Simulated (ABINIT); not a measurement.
# A GW run on Cs2AgSbBr6 (Fm-3m) in ABINIT, with inputs changed

A base run on Cs2AgSbBr6 (Fm-3m), then changed inputs.

Program: ABINIT 10.8.3. Level of theory: PBEsol and many-body steps on it, plane waves. Results are calculated unless marked as measured.

## Step 1: Starting point

It takes space group Fm-3m (No. 225, cubic). The conventional cell has a = 11.379 Å, b = 11.379 Å, c = 11.379 Å, α = 90.00°, β = 90.00°, γ = 90.00°. Nearest to Cs lie 12 Br at 4.02 Å. Nearest to Ag lie 6 Br at 2.86 Å. Nearest to Sb lie 6 Br at 2.83 Å. Br has 1 Sb at 2.83 Å and 1 Ag at 2.86 Å and 4 Cs at 4.02 Å nearest. Farther neighbours and most contacts between anions are not listed.

The cell and positions are those that the Materials Project relaxed with its own functionals (PBE, PBE+U or r2SCAN), kept fixed. Spin-orbit coupling is left out unless a step names it.

## Step 2: Screening, 2×2×2 mesh, 182 bands, screening to 114.3 eV

This step: ABINIT 10.8.3; RPA screening on PBEsol, plane waves, norm-conserving pseudopotentials.

The RPA dielectric matrix is built and inverted for each q.

File run.abi:

```
acell 3*1.0 Angstrom
rprim 
  0.000000000000 5.689253000000 5.689253000000
  5.689253000000 0.000000000000 5.689253000000
  5.689253000000 5.689253000000 0.000000000000
ntypat 4
znucl 55 47 51 35
natom 10
typat 1 1 2 3 4 4 4 4 4 4
xred 
  0.750000000000 0.750000000000 0.750000000000
  0.250000000000 0.250000000000 0.250000000000
  0.500000000000 0.500000000000 0.500000000000
  0.000000000000 0.000000000000 0.000000000000
  0.751554000000 0.248446000000 0.248446000000
  0.248446000000 0.248446000000 0.751554000000
  0.248446000000 0.751554000000 0.751554000000
  0.248446000000 0.751554000000 0.248446000000
  0.751554000000 0.248446000000 0.751554000000
  0.751554000000 0.751554000000 0.248446000000
pp_dirpath "pseudos"
pseudos "Cs.upf, Ag.upf, Sb.upf, Br.upf"
ecut 40
ngkpt 2 2 2
nshiftk 1
shiftk 0 0 0
kptopt 1
chksymbreak 0
istwfk *1
occopt 1
irdwfk 1
optdriver 3
nband 182
ecuteps 4.2
inclvkb 2
awtr 1
symchi 1
indata_prefix "in"
outdata_prefix "out"
tmpdata_prefix "tmp"
```

Started as:

```console
OMP_NUM_THREADS=1 mpirun -n 8 abinit run.abi > log
```

The program printed:

```text
.Version 10.8.3 of ABINIT. v10.8.2 released Aug 2026.

 Symmetries : space group Fm -3 m (#225); Bravais cF (face-center cubic)
[... echo of the input left out ...]
== DATASET  1 ==================================================================
-   mpi_nproc: 8, omp_nthreads: 1 (-1 if OMP is not activated)

--- !DatasetInfo
iteration_state: {dtset: 1, }
dimensions: {natom: 10, nkpt: 3, mband: 182, nsppol: 1, nspinor: 1, nspden: 1, mpw: 30155, }
cutoff_energies: {ecut:  40.0, pawecutdg:  -1.0, }
electrons: {nelect:   1.62000000E+02, charge:   0.00000000E+00, occopt:   1.00000000E+00, tsmear:   1.00000000E-02, }

 SCREENING: Calculation of the susceptibility and dielectric matrices

 Based on a program developped by R.W. Godby, V. Olevano, G. Onida, and L. Reining.
 Incorporated in ABINIT by V. Olevano, G.-M. Rignanese, and M. Torrent.
.Using double precision arithmetic ; gwpc =  8

[... cell and pseudopotentials left out ...]
--------------------------------------------------------------------------------

 ==== K-mesh for the wavefunctions ====
 Number of points in the irreducible wedge :     3
[... list of points left out ...]
 Together with 48 symmetry operations and time-reversal symmetry
 yields     8 points in the full Brillouin Zone.

 ==== Q-mesh for the screening function ====
 Number of points in the irreducible wedge :     3
[... list of points left out ...]
 Together with 48 symmetry operations and time-reversal symmetry
 yields     8 points in the full Brillouin Zone.

 setmesh: FFT mesh size selected  =    60x   60x   60
          total number of points  =       216000

 vcoul_init : cutoff-mode = AUXILIARY_FUNCTION
 q-points for optical limit:   1
     1)      0.000010    0.000020    0.000030

- screening: taking advantage of time-reversal symmetry
- Maximum band index for partially occupied states nbvw = 81
- Remaining bands to be divided among processors   nbcw = 101
- Number of bands treated by each node ~12

 Number of electrons calculated from density =  162.0000; Expected =  162.0000
 average of density, n =  0.065181
 r_s =    1.5415
 omega_plasma =   24.6273 [eV]

 calculating chi0 at frequencies [eV] :
  1    0.000000E+00    0.000000E+00
  2    0.000000E+00    2.462731E+01

--------------------------------------------------------------------------------
  q-point number  1        q = ( 0.000000, 0.000000, 0.000000) [r.l.u.]
--------------------------------------------------------------------------------
[... chi0 elements left out ...]
 For q-point:  0.000010 0.000020 0.000030
  dielectric constant =   6.5491
  dielectric constant without local fields =   7.7710

  Average fulfillment of the sum rule on Im[epsilon] for q-point    1 :     28.31  [%]
[... wings left out ...]
  q-point number  2        q = ( 0.500000, 0.000000, 0.000000) [r.l.u.]
--------------------------------------------------------------------------------
[... chi0 elements left out ...]
  Average fulfillment of the sum rule on Im[epsilon] for q-point    2 :     32.39  [%]

 [... 1 further q-points ...]
```

Elapsed: 4 min, on 8 MPI ranks of Arm Neoverse V1, shared host; peak memory 15 GiB.

This step gave:

```yaml
eps_infinity_with_local_fields_on_this_mesh_along_the_program_s_q_direction: 6.549
the_same_without_local_fields: 7.771
plasma_frequency: 24.63 eV
plane_waves_in_the_screening_matrix: 965
```

Local fields lower ε∞ by 16 %. On a Γ-centred mesh this coarse the value itself is usually too large, while a short band sum pulls it down.

## Step 3: Base

The self-energy is evaluated for the states that the input lists, and the levels follow from it, in one-shot runs by the linearised quasiparticle equation.

This step: G0W0 on PBEsol, plane waves, norm-conserving pseudopotentials.

Edit run.abi of step 2 so:

```diff
@@ -31,8 +31,19 @@
 irdwfk 1
-optdriver 3
+optdriver 4
 nband 182
+gwcalctyp 0
+ecutsigx 40
+symsigma 1
+nkptgw 3
+kptgw 
+  0.5000000000 0.5000000000 0.0000000000
+  0.5000000000 0.0000000000 0.0000000000
+  0.0000000000 0.0000000000 0.0000000000
+bdgw 
+  80 83
+  79 84
+  80 84
 ecuteps 4.2
-inclvkb 2
-awtr 1
-symchi 1
+irdscr 1
+ppmodel 1
 indata_prefix "in"
```

The program printed:

```text
.Version 10.8.3 of ABINIT. v10.8.2 released Aug 2026.

 Symmetries : space group Fm -3 m (#225); Bravais cF (face-center cubic)
[... echo of the input left out ...]
== DATASET  1 ==================================================================
-   mpi_nproc: 8, omp_nthreads: 1 (-1 if OMP is not activated)

--- !DatasetInfo
iteration_state: {dtset: 1, }
dimensions: {natom: 10, nkpt: 3, mband: 182, nsppol: 1, nspinor: 1, nspden: 1, mpw: 30155, }
cutoff_energies: {ecut:  40.0, pawecutdg:  -1.0, }
electrons: {nelect:   1.62000000E+02, charge:   0.00000000E+00, occopt:   1.00000000E+00, tsmear:   1.00000000E-02, }

 SIGMA: Calculation of the GW corrections

 Based on a program developped by R.W. Godby, V. Olevano, G. Onida, and L. Reining.
 Incorporated in ABINIT by V. Olevano, G.-M. Rignanese, and M. Torrent.
.Using double precision arithmetic ; gwpc =  8

[... cell and pseudopotentials left out ...]
--------------------------------------------------------------------------------

 ==== K-mesh for the wavefunctions ====
 Number of points in the irreducible wedge :     3
[... list of points left out ...]
 Together with 48 symmetry operations and time-reversal symmetry
 yields     8 points in the full Brillouin Zone.

 ==== Q-mesh for screening function ====
 Number of points in the irreducible wedge :     3
[... list of points left out ...]
 Together with 48 symmetry operations and time-reversal symmetry
 yields     8 points in the full Brillouin Zone.

 vcoul_init : cutoff-mode = AUXILIARY_FUNCTION
 q-points for optical limit:   1
     1)      0.000010    0.000020    0.000030
 setmesh: FFT mesh size selected  =    90x   90x   90
          total number of points  =       729000

 Number of electrons calculated from density =  162.0000; Expected =  162.0000
 average of density, n =  0.065181
 r_s =    1.5415
 omega_plasma =   24.6273 [eV]

 === KS Band Gaps ===
  >>>> For spin  1
   Minimum direct gap =   1.9811 [eV], located at k-point      :   0.5000  0.0000  0.0000
   Fundamental gap    =   0.8120 [eV], Top of valence bands at :   0.5000  0.5000  0.0000
                                       Bottom of conduction at :   0.5000  0.0000  0.0000
 SIGMA fundamental parameters:
 PLASMON POLE MODEL  1
 number of plane-waves for SigmaX                30155
 number of plane-waves for SigmaC and W            965
 number of plane-waves for wavefunctions         30155
 number of bands                                   182
 number of independent spin polarizations            1
 number of spinorial components                      1
 number of k-points in IBZ                           3
 number of q-points in IBZ                           3
 number of symmetry operations                      48
 number of k-points in BZ                            8
 number of q-points in BZ                            8
 number of frequencies for dSigma/dE                 9
 frequency step for dSigma/dE [eV]                0.25
 number of omega for Sigma on real axis              0
 max omega for Sigma on real axis  [eV]           0.00
 zcut for avoiding poles [eV]                     0.10

 EPSILON^-1 parameters (SCR file):
 dimension of the eps^-1 matrix on file            965
 dimension of the eps^-1 matrix used               965
 number of plane-waves for wavefunctions         30155
 number of bands                                   182
 number of q-points in IBZ                           3
 number of frequencies                               2
 number of real frequencies                          1
 number of imag frequencies                          1

 matrix elements of self-energy operator (all in [eV])

 Perturbative Calculation

--- !SelfEnergy_ee
iteration_state: {dtset: 1, }
kpoint     : [   0.500,    0.500,    0.000, ]
spin       : 1
KS_gap     :    2.314
QP_gap     :    3.917
Delta_QP_KS:    1.603
data: !SigmaeeData |
     Band     E0 <VxcDFT>   SigX SigC(E0)      Z dSigC/dE  Sig(E)    E-E0       E
       80   1.001 -19.461 -23.997   3.771   0.771  -0.297 -20.050  -0.590   0.412
       81   1.963 -18.089 -21.343   2.757   0.789  -0.267 -18.481  -0.393   1.571
       82   4.278 -13.163  -9.561  -2.097   0.804  -0.243 -11.953   1.210   5.488
       83   4.278 -13.163  -9.561  -2.097   0.804  -0.243 -11.953   1.210   5.488

--- !SelfEnergy_ee
iteration_state: {dtset: 1, }
kpoint     : [   0.500,    0.000,    0.000, ]
spin       : 1
KS_gap     :    1.981
QP_gap     :    3.735
Delta_QP_KS:    1.754
data: !SigmaeeData |
     Band     E0 <VxcDFT>   SigX SigC(E0)      Z dSigC/dE  Sig(E)    E-E0       E
       79   0.599 -16.308 -20.991   3.549   0.778  -0.285 -17.191  -0.882  -0.283
       80   0.599 -16.308 -20.991   3.549   0.778  -0.285 -17.191  -0.882  -0.283
[...]
--- !SelfEnergy_ee
iteration_state: {dtset: 1, }
kpoint     : [   0.000,    0.000,    0.000, ]
spin       : 1
KS_gap     :    2.843
QP_gap     :    4.633
Delta_QP_KS:    1.790
data: !SigmaeeData |
     Band     E0 <VxcDFT>   SigX SigC(E0)      Z dSigC/dE  Sig(E)    E-E0       E
[...]
82   3.850 -12.395  -8.791  -2.122   0.810  -0.235 -11.195   1.200   5.050
       83   3.850 -12.395  -8.791  -2.122   0.810  -0.235 -11.195   1.200   5.050
       84   3.850 -12.395  -8.791  -2.122   0.810  -0.235 -11.195   1.200   5.050

 New Fermi energy :        1.042792E-01 Ha ,    2.837582E+00 eV

 === QP Band Gaps ===
  >>>> For spin  1
   Minimum direct gap =   3.7354 [eV], located at k-point      :   0.5000  0.0000  0.0000
   Fundamental gap    =   2.5334 [eV], Top of valence bands at :   0.5000  0.5000  0.0000
                                       Bottom of conduction at :   0.5000  0.0000  0.0000

== END DATASET(S) ==============================================================
================================================================================

 -outvars: echo values of variables after computation  --------
           etotal      0.0000000000E+00
            nband         182
             nkpt           3
          spgroup         225
 [... the other variables as echoed above ...]

 Calculation completed.
```

The job ended after 76 s (8 MPI ranks; peak memory 9.2 GiB).

Numbers from this step:

```
G0W0 gap on the points computed              : 2.533 eV
starting gap on the mesh                     : 0.8123 eV
k of the valence top                         : 0.5, 0.5, 0
k of the conduction bottom                   : 0.5, 0, 0
Z at the valence top                         : 0.789
Z at the conduction bottom                   : 0.812
least direct G0W0 gap on the computed points : 3.735 eV
```

The gap on the mesh goes from 0.81 eV to 2.53 eV, a correction of +1.72 eV.

## Step 4: Exchange cutoff

Edit run.abi of step 3 so:

```diff
@@ -34,3 +34,3 @@
 gwcalctyp 0
-ecutsigx 40
+ecutsigx 6
 symsigma 1
```

The program printed:

```text
.Version 10.8.3 of ABINIT. v10.8.2 released Aug 2026.

 Symmetries : space group Fm -3 m (#225); Bravais cF (face-center cubic)
[... echo of the input left out ...]
== DATASET  1 ==================================================================
-   mpi_nproc: 8, omp_nthreads: 1 (-1 if OMP is not activated)

--- !DatasetInfo
iteration_state: {dtset: 1, }
dimensions: {natom: 10, nkpt: 3, mband: 182, nsppol: 1, nspinor: 1, nspden: 1, mpw: 30155, }
cutoff_energies: {ecut:  40.0, pawecutdg:  -1.0, }
electrons: {nelect:   1.62000000E+02, charge:   0.00000000E+00, occopt:   1.00000000E+00, tsmear:   1.00000000E-02, }

 SIGMA: Calculation of the GW corrections

 Based on a program developped by R.W. Godby, V. Olevano, G. Onida, and L. Reining.
 Incorporated in ABINIT by V. Olevano, G.-M. Rignanese, and M. Torrent.
.Using double precision arithmetic ; gwpc =  8

[... cell and pseudopotentials left out ...]
--------------------------------------------------------------------------------

 ==== K-mesh for the wavefunctions ====
 Number of points in the irreducible wedge :     3
[... list of points left out ...]
 Together with 48 symmetry operations and time-reversal symmetry
 yields     8 points in the full Brillouin Zone.

 ==== Q-mesh for screening function ====
 Number of points in the irreducible wedge :     3
[... list of points left out ...]
 Together with 48 symmetry operations and time-reversal symmetry
 yields     8 points in the full Brillouin Zone.

 vcoul_init : cutoff-mode = AUXILIARY_FUNCTION
 q-points for optical limit:   1
     1)      0.000010    0.000020    0.000030
 setmesh: FFT mesh size selected  =    60x   60x   60
          total number of points  =       216000

 Number of electrons calculated from density =  162.0000; Expected =  162.0000
[...]
Perturbative Calculation

--- !SelfEnergy_ee
iteration_state: {dtset: 1, }
kpoint     : [   0.500,    0.500,    0.000, ]
spin       : 1
KS_gap     :    2.314
QP_gap     :    3.255
Delta_QP_KS:    0.940
data: !SigmaeeData |
     Band     E0 <VxcDFT>   SigX SigC(E0)      Z dSigC/dE  Sig(E)    E-E0       E
       80   1.001 -19.461 -21.890   3.771   0.771  -0.297 -18.426   1.035   2.036
       81   1.963 -18.089 -19.599   2.757   0.789  -0.267 -17.105   0.984   2.947
       82   4.278 -13.163  -8.674  -2.097   0.804  -0.243 -11.239   1.924   6.202
[...]
--- !SelfEnergy_ee
iteration_state: {dtset: 1, }
kpoint     : [   0.500,    0.000,    0.000, ]
spin       : 1
KS_gap     :    1.981
QP_gap     :    3.743
Delta_QP_KS:    1.761
data: !SigmaeeData |
     Band     E0 <VxcDFT>   SigX SigC(E0)      Z dSigC/dE  Sig(E)    E-E0       E
[...]
--- !SelfEnergy_ee
iteration_state: {dtset: 1, }
kpoint     : [   0.000,    0.000,    0.000, ]
spin       : 1
KS_gap     :    2.843
QP_gap     :    3.663
Delta_QP_KS:    0.820
data: !SigmaeeData |
     Band     E0 <VxcDFT>   SigX SigC(E0)      Z dSigC/dE  Sig(E)    E-E0       E
[...]
83   3.850 -12.395  -7.985  -2.122   0.810  -0.235 -10.542   1.853   5.703
       84   3.850 -12.395  -7.985  -2.122   0.810  -0.235 -10.542   1.853   5.703

 New Fermi energy :        1.385524E-01 Ha ,    3.770204E+00 eV

 === QP Band Gaps ===
  >>>> For spin  1
   Minimum direct gap =   3.2546 [eV], located at k-point      :   0.5000  0.5000  0.0000
   Fundamental gap    =   1.8482 [eV], Top of valence bands at :   0.5000  0.5000  0.0000
                                       Bottom of conduction at :   0.5000  0.0000  0.0000

== END DATASET(S) ==============================================================
================================================================================

 -outvars: echo values of variables after computation  --------
           etotal      0.0000000000E+00
            nband         182
             nkpt           3
          spgroup         225
 [... the other variables as echoed above ...]

 Calculation completed.
```

The job ended after 71 s (8 MPI ranks; peak memory 6.3 GiB; 9.4 min of CPU time).

Numbers from this step:

- G0W0 gap on the points computed: 1.848 eV
- starting gap on the mesh: 0.8123 eV
- k of the valence top: 0.5, 0.5, 0
- k of the conduction bottom: 0.5, 0, 0
- Z at the valence top: 0.789
- Z at the conduction bottom: 0.812
- least direct G0W0 gap on the computed points: 3.255 eV

(Part 1 of 2 ends here.)

[Paths, hosts, dates, memory and timing lines, banners, echoed tables and standing remarks are left out of the program output.]

[Logs are printed without paths, hosts, clocks, repeated set-up lines and the standing remarks that a program may print on its own settings, such as how far it seeks lower states.]

[Runs of the session that timed out or met a known fault of the program may be left out.]

[Hosts, paths, dates, database ids (printed as entryN), source tags and the programs' standing remarks are cut or masked in the printed files.]

[G0W0 gaps are taken among the corrected bands and points alone; a level outside them can change the order at an edge.]

[Where Ansatz stands beside ABINIT at settings called matched, ABINIT's density can come from a denser mesh and the files from another edition; pairs whose starting gaps differed by over 0.03 eV were left out, so agreement reads better than it is.]
